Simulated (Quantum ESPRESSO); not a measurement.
## Projected density of states of magnetic FeClO

Where do the states of the two spins of FeClO lie?

Method: PBEsol; plane waves with GBRV 1.5 PBEsol potentials, no spin-orbit coupling, in Quantum ESPRESSO 7.5.

## Step 1: Set-up

It takes space group Pmmn (No. 59, orthorhombic). The conventional cell has a = 3.302 Å, b = 3.780 Å, c = 7.917 Å, α = 90.00°, β = 90.00°, γ = 90.00°. Nearest to Fe lie 4 O at 1.96 to 2.10 Å and 2 Cl at 2.37 Å. Cl has 2 Fe at 2.37 Å nearest. O has 4 Fe at 1.96 to 2.10 Å nearest. Farther neighbours and most contacts between anions are not listed.

The cell comes from the Crystallography Open Database.

## Step 2: The magnetic state

This state came out lowest in a comparison of starts that is told elsewhere.

File pw.in:

```
&CONTROL
  calculation = 'scf'
  prefix = 'pwscf'
  outdir = './tmp'
  pseudo_dir = './pseudo'
  disk_io = 'low'
/
&SYSTEM
  ibrav = 0
  celldm(1) = 8
  nat = 6
  ntyp = 4
  ecutwfc = 40
  ecutrho = 280
  nbnd = 43
  occupations = 'smearing'
  smearing = 'fd'
  degauss = 0.00367493
  nspin = 2
  starting_magnetization(1) = 0.25
  starting_magnetization(2) = -0.25
  starting_magnetization(3) = 0
  starting_magnetization(4) = 0
/
&ELECTRONS
  conv_thr = 1.2d-08
  electron_maxstep = 150
  mixing_beta = 0.3
/
ATOMIC_SPECIES
Fe1    55.8450 fe_pbesol_v1.5.uspp.F.UPF
Fe2    55.8450 fe_pbesol_v1.5.uspp.F.UPF
Cl     35.4500 cl_pbesol_v1.4.uspp.F.UPF
O      15.9990 o_pbesol_v1.2.uspp.F.UPF
CELL_PARAMETERS alat
   0.7799844579393    0.0000000000000    0.0000000000000
   0.0000000000000    0.8928955938857    0.0000000000000
   0.0000000000000    0.0000000000000    1.8701202160828
ATOMIC_POSITIONS crystal
Fe1     0.5000000000    0.0000000000    0.1156800000
Fe2     0.0000000000    0.5000000000    0.8843200000
Cl      0.0000000000    0.0000000000    0.3300300000
Cl      0.5000000000    0.5000000000    0.6699700000
O       0.0000000000    0.0000000000    0.9516800000
O       0.5000000000    0.5000000000    0.0483200000
K_POINTS automatic
6 6 6 0 0 0
```

Started as:

```sh
$ OMP_NUM_THREADS=1 mpirun -n 4 pw.x -nk 4 -in pw.in > pw.out
```

The log of the run:

```text
Program PWSCF v.7.5 starts

     Message from routine setup:
     using ibrav=0 with symmetry is DISCOURAGED, use correct ibrav instead

     K-points division:     npool     =       4
     Subspace diagonalization in iterative solution of the eigenvalue problem:

     bravais-lattice index     =            0
     lattice parameter (alat)  =       8.0000  a.u.
     unit-cell volume          =     666.8469 (a.u.)^3
     number of atoms/cell      =            6
     number of atomic types    =            4
     number of electrons       =        58.00
     number of Kohn-Sham states=           43
     kinetic-energy cutoff     =      40.0000  Ry
     charge density cutoff     =     280.0000  Ry
     scf convergence threshold =      1.2E-08
     mixing beta               =       0.3000
     number of iterations used =            8  plain     mixing
     Exchange-correlation= SLA  PW   PSX  PSC
                           (   1   4  10   8   0   0   0)

     celldm(1)=   8.000000  celldm(2)=   0.000000  celldm(3)=   0.000000
     celldm(4)=   0.000000  celldm(5)=   0.000000  celldm(6)=   0.000000

     crystal axes: (cart. coord. in units of alat)
               a(1) = (   0.779984   0.000000   0.000000 )
               a(2) = (   0.000000   0.892896   0.000000 )
               a(3) = (   0.000000   0.000000   1.870120 )

     reciprocal axes: (cart. coord. in units 2 pi/alat)
               b(1) = (  1.282077  0.000000  0.000000 )
               b(2) = (  0.000000  1.119952  0.000000 )
               b(3) = (  0.000000  0.000000  0.534725 )

     PseudoPot. # 1 for Fe read from file:
     fe_pbesol_v1.5.uspp.F.UPF
     Pseudo is Ultrasoft + core correction, Zval = 16.0

     PseudoPot. # 2 for Fe read from file:
     fe_pbesol_v1.5.uspp.F.UPF
     Pseudo is Ultrasoft + core correction, Zval = 16.0

     PseudoPot. # 3 for Cl read from file:
     cl_pbesol_v1.4.uspp.F.UPF
     Pseudo is Ultrasoft + core correction, Zval =  7.0

     PseudoPot. # 4 for O  read from file:
     o_pbesol_v1.2.uspp.F.UPF
     Pseudo is Ultrasoft + core correction, Zval =  6.0

     atomic species   valence    mass     pseudopotential
     Fe1              16.00    55.84500     Fe( 1.00)
     Fe2              16.00    55.84500     Fe( 1.00)
     Cl                7.00    35.45000     Cl( 1.00)
     O                 6.00    15.99900     O ( 1.00)

     Starting magnetic structure
     atomic species   magnetization
     Fe1             0.250
     Fe2            -0.250
     Cl              0.000
     O               0.000

      4 Sym. Ops. (no inversion) found

   Cartesian axes

     site n.     atom                  positions (alat units)
         1        Fe1    tau(   1) = (   0.3899922   0.0000000   0.2163355  )
         2        Fe2    tau(   2) = (   0.0000000   0.4464478   1.6537847  )
         3        Cl     tau(   3) = (   0.0000000   0.0000000   0.6171958  )
         4        Cl     tau(   4) = (   0.3899922   0.4464478   1.2529244  )
         5        O      tau(   5) = (   0.0000000   0.0000000   1.7797560  )
         6        O      tau(   6) = (   0.3899922   0.4464478   0.0903642  )

     number of k points=    64  Fermi-Dirac smearing, width (Ry)=  0.0037
                       cart. coord. in units 2pi/alat
        k(    1) = (   0.0000000   0.0000000   0.0000000), wk =   0.0046296
        k(    2) = (   0.0000000   0.0000000   0.0891208), wk =   0.0092593
        k(    3) = (   0.0000000   0.0000000   0.1782417), wk =   0.0092593
        k(    4) = (   0.0000000   0.0000000  -0.2673625), wk =   0.0046296
        k(    5) = (   0.0000000   0.1866586   0.0000000), wk =   0.0092593
        [... 59 further k-points ...]

     Dense  grid:    52785 G-vectors     FFT dimensions: (  36,  40,  80)

     Smooth grid:    22817 G-vectors     FFT dimensions: (  25,  30,  64)

     Check: negative core charge=   -0.000025
     Generating pointlists ...
     new r_m :   0.1914 (alat units)  1.5308 (a.u.) for type    1
     new r_m :   0.1914 (alat units)  1.5308 (a.u.) for type    2
     new r_m :   0.2307 (alat units)  1.8456 (a.u.) for type    3
     new r_m :   0.1914 (alat units)  1.5308 (a.u.) for type    4

     Initial potential from superposition of free atoms

     starting charge      56.0000, renormalised to      58.0000

     negative rho (up, down):  1.557E-02 1.557E-02
     Starting wfcs are   42 randomized atomic wfcs +    1 random wfcs

     Self-consistent Calculation

     iteration #  1     ecut=    40.00 Ry     beta= 0.30
     Davidson diagonalization with overlap
     ethr =  1.00E-02,  avg # of iterations =  5.5

     negative rho (up, down):  1.514E-02 1.514E-02

     total energy              =    -631.09581582 Ry
     estimated scf accuracy    <       1.30005813 Ry

     total magnetization       =    -0.00 Bohr mag/cell
     absolute magnetization    =     9.19 Bohr mag/cell

     iteration #  2     ecut=    40.00 Ry     beta= 0.30
     Davidson diagonalization with overlap
     ethr =  2.24E-03,  avg # of iterations =  2.5

     negative rho (up, down):  1.501E-02 1.501E-02

     total energy              =    -631.27097854 Ry
     estimated scf accuracy    <       0.69296802 Ry

     total magnetization       =     0.00 Bohr mag/cell
     absolute magnetization    =     6.85 Bohr mag/cell

     [... further iterations left out ...]

     iteration # 14     ecut=    40.00 Ry     beta= 0.30
     Davidson diagonalization with overlap
     ethr =  1.21E-10,  avg # of iterations =  2.0

     negative rho (up, down):  1.450E-02 1.450E-02

     total energy              =    -631.39865363 Ry
     estimated scf accuracy    <       0.00000002 Ry

     total magnetization       =    -0.00 Bohr mag/cell
     absolute magnetization    =     8.48 Bohr mag/cell

     iteration # 15     ecut=    40.00 Ry     beta= 0.30
     Davidson diagonalization with overlap
     ethr =  3.26E-11,  avg # of iterations =  1.7

     negative rho (up, down):  1.450E-02 1.450E-02

     Magnetic moment per site  (integrated on atomic sphere of radius R)
     atom   1 (R=0.191)  charge= 12.9812  magn=  3.5304
     atom   2 (R=0.191)  charge= 12.9812  magn= -3.5304
     atom   3 (R=0.231)  charge=  5.1226  magn=  0.2000
     atom   4 (R=0.231)  charge=  5.1226  magn= -0.2000
     atom   5 (R=0.191)  charge=  5.3713  magn= -0.0423
     atom   6 (R=0.191)  charge=  5.3713  magn=  0.0423

     End of self-consistent calculation

     Number of k-points >= 100: set verbosity='high' to print the bands.

     the Fermi energy is     6.1370 ev

!    total energy              =    -631.39865365 Ry
     estimated scf accuracy    <          5.8E-09 Ry
     smearing contrib. (-TS)   =      -0.00167391 Ry
     internal energy E=F+TS    =    -631.39697974 Ry

     The total energy is F=E-TS. E is the sum of the following terms:
     one-electron contribution =    -661.25919274 Ry
     hartree contribution      =     349.16267942 Ry
     xc contribution           =     -90.82012251 Ry
     ewald contribution        =    -228.48034391 Ry

     total magnetization       =    -0.00 Bohr mag/cell
     absolute magnetization    =     8.48 Bohr mag/cell

     convergence has been achieved in  15 iterations

=------------------------------------------------------------------------------=
   JOB DONE.
=------------------------------------------------------------------------------=
```

Wall time 62 s (4 MPI ranks of Intel Xeon Platinum 8488C (Sapphire Rapids), shared host); peak memory 0.81 GiB; 4.1 min of CPU time.

Spin moment in the atom's sphere by atom:

| atom | spin moment in the atom's sphere (μB) |
| --- | --- |
| Fe1 | 3.53 |
| Fe2 | -3.53 |
| Cl3 | 0.20 |
| Cl4 | -0.20 |
| O5 | -0.04 |
| O6 | 0.04 |

Numbers from this step:

```
smearing term TS       : 0.02277 eV
magnetization          : 0 μB
absolute magnetization : 8.482 μB
final state            : antiferromagnetic
```

## Step 3: Post-processing

File projwfc.in:

```
&PROJWFC
  prefix = 'pwscf'
  outdir = './tmp'
  filpdos = 'pdos'
  ngauss = 0
  degauss = 0.01
  DeltaE = 0.05
  Emin = -2.86
  Emax = 11.14
/
```

Started as:

```sh
$ OMP_NUM_THREADS=1 mpirun -n 4 projwfc.x -nk 4 -in projwfc.in > projwfc.out
```

The log of the run:

```text
[banner, memory and clock lines left out]
Program PROJWFC v.7.5 starts

     [... lines left out ...]
     IMPORTANT: XC functional enforced from input :
     Exchange-correlation= PBESOL
                           (   1   4  10   8   0   0   0)
     Any further DFT definition will be discarded
     Please, verify this is what you really want

     G-vector sticks info

     Check: negative core charge=   -0.000025

     negative rho (up, down):  1.450E-02 1.450E-02

     Gaussian broadening (read from input): ngauss,degauss=   0    0.010000

     Calling projwave ....

  Problem Sizes
  natomwfc =           42
  nbnd     =           43
  nkstot   =          128
  npwx     =         2882
  nkb      =           98

     Atomic states used for projection
     (read from pseudopotential files):

     state #   1: atom   1 (Fe1), wfc  1 (l=0 m= 1)
     state #   2: atom   1 (Fe1), wfc  2 (l=1 m= 1)
     state #   3: atom   1 (Fe1), wfc  2 (l=1 m= 2)
     state #   4: atom   1 (Fe1), wfc  2 (l=1 m= 3)
     state #   5: atom   1 (Fe1), wfc  3 (l=2 m= 1)
     state #   6: atom   1 (Fe1), wfc  3 (l=2 m= 2)
     state #   7: atom   1 (Fe1), wfc  3 (l=2 m= 3)
     state #   8: atom   1 (Fe1), wfc  3 (l=2 m= 4)
     state #   9: atom   1 (Fe1), wfc  3 (l=2 m= 5)
     state #  10: atom   1 (Fe1), wfc  4 (l=0 m= 1)
     state #  11: atom   1 (Fe1), wfc  5 (l=1 m= 1)
     state #  12: atom   1 (Fe1), wfc  5 (l=1 m= 2)
     state #  13: atom   1 (Fe1), wfc  5 (l=1 m= 3)
     state #  14: atom   2 (Fe2), wfc  1 (l=0 m= 1)
     state #  15: atom   2 (Fe2), wfc  2 (l=1 m= 1)
     state #  16: atom   2 (Fe2), wfc  2 (l=1 m= 2)
     state #  17: atom   2 (Fe2), wfc  2 (l=1 m= 3)
     state #  18: atom   2 (Fe2), wfc  3 (l=2 m= 1)
     state #  19: atom   2 (Fe2), wfc  3 (l=2 m= 2)
     state #  20: atom   2 (Fe2), wfc  3 (l=2 m= 3)
     state #  21: atom   2 (Fe2), wfc  3 (l=2 m= 4)
     state #  22: atom   2 (Fe2), wfc  3 (l=2 m= 5)
     state #  23: atom   2 (Fe2), wfc  4 (l=0 m= 1)
     state #  24: atom   2 (Fe2), wfc  5 (l=1 m= 1)
     state #  25: atom   2 (Fe2), wfc  5 (l=1 m= 2)
     state #  26: atom   2 (Fe2), wfc  5 (l=1 m= 3)
     state #  27: atom   3 (Cl ), wfc  1 (l=0 m= 1)
     state #  28: atom   3 (Cl ), wfc  2 (l=1 m= 1)
     state #  29: atom   3 (Cl ), wfc  2 (l=1 m= 2)
     state #  30: atom   3 (Cl ), wfc  2 (l=1 m= 3)
     state #  31: atom   4 (Cl ), wfc  1 (l=0 m= 1)
     state #  32: atom   4 (Cl ), wfc  2 (l=1 m= 1)
     state #  33: atom   4 (Cl ), wfc  2 (l=1 m= 2)
     state #  34: atom   4 (Cl ), wfc  2 (l=1 m= 3)
     state #  35: atom   5 (O  ), wfc  1 (l=0 m= 1)
     state #  36: atom   5 (O  ), wfc  2 (l=1 m= 1)
     state #  37: atom   5 (O  ), wfc  2 (l=1 m= 2)
     state #  38: atom   5 (O  ), wfc  2 (l=1 m= 3)
     state #  39: atom   6 (O  ), wfc  1 (l=0 m= 1)
     state #  40: atom   6 (O  ), wfc  2 (l=1 m= 1)
     state #  41: atom   6 (O  ), wfc  2 (l=1 m= 2)
     state #  42: atom   6 (O  ), wfc  2 (l=1 m= 3)

 [... projections of the bands left out ...]

Lowdin Charges:

     Atom #   1: total charge =  15.5347, s =  2.4590, p =  7.1465, d =  5.9292,
                 spin up      =   9.7247, s =  1.2420,
                 spin up      =   9.7247, p =  3.5885, pz=  1.1998, px=  1.1947, py=  1.1940,
                 spin up      =   9.7247, d =  4.8942, dz2=  0.9825, dxz=  0.9722, dyz=  0.9875, dx2-y2=  0.9597, dxy=  0.9922,
                 spin down    =   5.8100, s =  1.2171,
                 spin down    =   5.8100, p =  3.5579, pz=  1.1866, px=  1.1906, py=  1.1807,
                 spin down    =   5.8100, d =  1.0350, dz2=  0.1925, dxz=  0.2857, dyz=  0.1418, dx2-y2=  0.2392, dxy=  0.1759,
                 polarization =   3.9147, s =  0.0249, p =  0.0306, d =  3.8591,
     Atom #   2: total charge =  15.5347, s =  2.4590, p =  7.1465, d =  5.9292,
                 spin up      =   5.8100, s =  1.2171,
                 spin up      =   5.8100, p =  3.5579, pz=  1.1866, px=  1.1906, py=  1.1807,
                 spin up      =   5.8100, d =  1.0350, dz2=  0.1925, dxz=  0.2857, dyz=  0.1418, dx2-y2=  0.2392, dxy=  0.1759,
                 spin down    =   9.7247, s =  1.2420,
                 spin down    =   9.7247, p =  3.5885, pz=  1.1998, px=  1.1947, py=  1.1940,
                 spin down    =   9.7247, d =  4.8942, dz2=  0.9825, dxz=  0.9722, dyz=  0.9875, dx2-y2=  0.9597, dxy=  0.9922,
                 polarization =  -3.9147, s = -0.0249, p = -0.0306, d = -3.8591,
     Atom #   3: total charge =   6.9990, s =  1.8070, p =  5.1920, d =  0.0000,
                 spin up      =   3.6281, s =  0.9066,
                 spin up      =   3.6281, p =  2.7215, pz=  0.8887, px=  0.8656, py=  0.9671,
                 spin up      =   3.6281, d =  0.0000, dz2=  0.0000, dxz=  0.0000, dyz=  0.0000, dx2-y2=  0.0000, dxy=  0.0000,
                 spin down    =   3.3708, s =  0.9004,
                 spin down    =   3.3708, p =  2.4705, pz=  0.8154, px=  0.7660, py=  0.8891,
                 spin down    =   3.3708, d =  0.0000, dz2=  0.0000, dxz=  0.0000, dyz=  0.0000, dx2-y2=  0.0000, dxy=  0.0000,
                 polarization =   0.2573, s =  0.0062, p =  0.2511, d =  0.0000,
     Atom #   4: total charge =   6.9990, s =  1.8070, p =  5.1920, d =  0.0000,
                 spin up      =   3.3708, s =  0.9004,
                 spin up      =   3.3708, p =  2.4705, pz=  0.8154, px=  0.7660, py=  0.8891,
                 spin up      =   3.3708, d =  0.0000, dz2=  0.0000, dxz=  0.0000, dyz=  0.0000, dx2-y2=  0.0000, dxy=  0.0000,
                 spin down    =   3.6281, s =  0.9066,
                 spin down    =   3.6281, p =  2.7215, pz=  0.8887, px=  0.8656, py=  0.9671,
                 spin down    =   3.6281, d =  0.0000, dz2=  0.0000, dxz=  0.0000, dyz=  0.0000, dx2-y2=  0.0000, dxy=  0.0000,
                 polarization =  -0.2573, s = -0.0062, p = -0.2511, d =  0.0000,
     Atom #   5: total charge =   6.3854, s =  1.6567, p =  4.7287, d =  0.0000,
                 spin up      =   3.1709, s =  0.8262,
                 spin up      =   3.1709, p =  2.3447, pz=  0.8198, px=  0.7847, py=  0.7402,
                 spin up      =   3.1709, d =  0.0000, dz2=  0.0000, dxz=  0.0000, dyz=  0.0000, dx2-y2=  0.0000, dxy=  0.0000,
                 spin down    =   3.2145, s =  0.8304,
                 spin down    =   3.2145, p =  2.3841, pz=  0.7866, px=  0.7924, py=  0.8051,
                 spin down    =   3.2145, d =  0.0000, dz2=  0.0000, dxz=  0.0000, dyz=  0.0000, dx2-y2=  0.0000, dxy=  0.0000,
                 polarization =  -0.0436, s = -0.0042, p = -0.0394, d =  0.0000,
     Atom #   6: total charge =   6.3854, s =  1.6567, p =  4.7287, d =  0.0000,
                 spin up      =   3.2145, s =  0.8304,
                 spin up      =   3.2145, p =  2.3841, pz=  0.7866, px=  0.7924, py=  0.8051,
                 spin up      =   3.2145, d =  0.0000, dz2=  0.0000, dxz=  0.0000, dyz=  0.0000, dx2-y2=  0.0000, dxy=  0.0000,
                 spin down    =   3.1709, s =  0.8262,
                 spin down    =   3.1709, p =  2.3447, pz=  0.8198, px=  0.7847, py=  0.7402,
                 spin down    =   3.1709, d =  0.0000, dz2=  0.0000, dxz=  0.0000, dyz=  0.0000, dx2-y2=  0.0000, dxy=  0.0000,
                 polarization =   0.0436, s =  0.0042, p =  0.0394, d =  0.0000,
     Spilling Parameter:   0.0028
```

Run time: 3.2 s. Hardware: 4 MPI ranks; peak memory 0.36 GiB; 12 s of CPU time.

The density of states has structure finer than the step of the table below, so its rows give means over 0.5 eV, whole bins alone (the curve runs from -9.00 to 5.05 eV). Peaks (eV: height): up -5.20: 3.49, -3.55: 4.92, -2.70: 4.64, 0.40: 5.44; down -5.20: 3.49, -3.55: 4.92, -2.70: 4.64, 0.40: 5.44; Fe1 d up = Fe2 d down -5.80: 1.38, -5.20: 1.18, -3.55: 2.13, -1.05: 0.829; Fe1 d down = Fe2 d up 0.40: 4.7, 1.60: 2.16; Cl3 p up -5.20: 0.776, -2.25: 0.898, -1.85: 0.993, -1.05: 0.83.

Gaussian broadening of 0.136 eV on the SCF mesh. Table of density of states by energy, zero at the Fermi level; means over each step; 7 of 8 lines; values in states/eV/cell:

| energy (eV) | up | down | Fe1 d up = Fe2 d down | Fe1 d down = Fe2 d up | Cl3 p up | Cl3 p down | Cl4 p up |
| --- | --- | --- | --- | --- | --- | --- | --- |
| -8.0 | 0 | 0 | 0 | 0 | 0 | 0 | 0 |
| -7.5 | 0.0375 | 0.0375 | 0.00522 | 0.00123 | 8.1e-4 | 4.4e-4 | 4.4e-4 |
| -7.0 | 1.37 | 1.37 | 0.297 | 0.0422 | 0.0159 | 0.0126 | 0.0126 |
| -6.5 | 1.15 | 1.15 | 0.310 | 0.0366 | 0.0226 | 0.0107 | 0.0107 |
| -6.0 | 2.59 | 2.59 | 0.987 | 0.0769 | 0.174 | 0.0420 | 0.0420 |
| -5.5 | 2.41 | 2.41 | 0.875 | 0.104 | 0.323 | 0.0591 | 0.0591 |
| -5.0 | 2.68 | 2.68 | 0.853 | 0.142 | 0.422 | 0.184 | 0.184 |
| -4.5 | 2.53 | 2.53 | 0.763 | 0.179 | 0.361 | 0.405 | 0.405 |
| -4.0 | 2.97 | 2.96 | 1.17 | 0.186 | 0.330 | 0.547 | 0.547 |
| -3.5 | 4.04 | 4.04 | 1.57 | 0.238 | 0.418 | 0.853 | 0.853 |
| -3.0 | 3.36 | 3.36 | 0.654 | 0.259 | 0.533 | 0.721 | 0.721 |
| -2.5 | 3.58 | 3.58 | 0.534 | 0.183 | 0.804 | 0.961 | 0.961 |
| -2.0 | 2.64 | 2.64 | 0.279 | 0.0958 | 0.748 | 0.930 | 0.930 |
| -1.5 | 1.01 | 1.01 | 0.239 | 0.0445 | 0.425 | 0.0927 | 0.0927 |
| -1.0 | 1.97 | 1.97 | 0.659 | 0.143 | 0.594 | 0.0839 | 0.0839 |
| -0.5 | 1.04 | 1.04 | 0.353 | 0.102 | 0.223 | 0.0176 | 0.0176 |
| 0.0 | 1.69 | 1.69 | 0.218 | 1.01 | 0.0500 | 0.0313 | 0.0313 |
| 0.5 | 3.84 | 3.84 | 0.0385 | 3.28 | 0.0304 | 0.152 | 0.152 |
| 1.0 | 1.06 | 1.06 | 0.0268 | 0.799 | 0.0107 | 0.0456 | 0.0456 |
| 1.5 | 1.71 | 1.71 | 0.0121 | 1.21 | 0.0101 | 0.215 | 0.215 |
| 2.0 | 1.28 | 1.28 | 0.00696 | 0.889 | 0.00771 | 0.123 | 0.123 |
| 2.5 | 1.03 | 1.03 | 0.00336 | 0.676 | 0.00445 | 0.0466 | 0.0466 |
| 3.0 | 0.00560 | 0.00560 | 0 | 0.00360 | 0 | 2.4e-4 | 2.4e-4 |
| 3.5 | 0 | 0 | 0 | 0 | 0 | 0 | 0 |
| 4.0 | 5.2e-5 | 5.2e-5 | 0 | 0 | 0 | 0 | 0 |
| 4.5 | 0.0245 | 0.0245 | 0 | 5.0e-5 | 0.00103 | 6.5e-4 | 6.5e-4 |

## Step 4: Summary of results

```yaml
state: antiferromagnetic
largest_moment_in_a_sphere: 3.53 μB
```

What this shows: Distinct peaks of the density of states (up) stand at -5.75, -5.20, -3.55, -2.70 and 0.40 eV; the one at 0.403 eV is strongest. These are Kohn–Sham states without spin–orbit coupling, on the mesh of the self-consistent run. The moments are opposed on like sites, so the totals of the two spins are equal and the projections on single atoms show the splitting. No Hubbard term acts here. In such compounds local and semilocal functionals without one often delocalise the d electrons, and can shrink or lose moments and miss the size, sign and order of the couplings. The smearing term is large for its width, so states at the Fermi level are partly filled: at this level the cell is a metal or has a gap of a few widths at most.

[Logs and program files are shortened in this print: banners, set-up blocks, solver, clock and traceback lines can be left out without a mark of their own.]

[Logs are printed without paths, hosts, clocks, repeated set-up lines and the standing remarks that a program may print on its own settings, such as how far it seeks lower states.]

[Hosts, paths, dates, database ids (printed as entryN), source tags and the programs' standing remarks are cut or masked in the printed files.]

[Where a cell is said to come from a database of computed structures, the database is the Materials Project.]
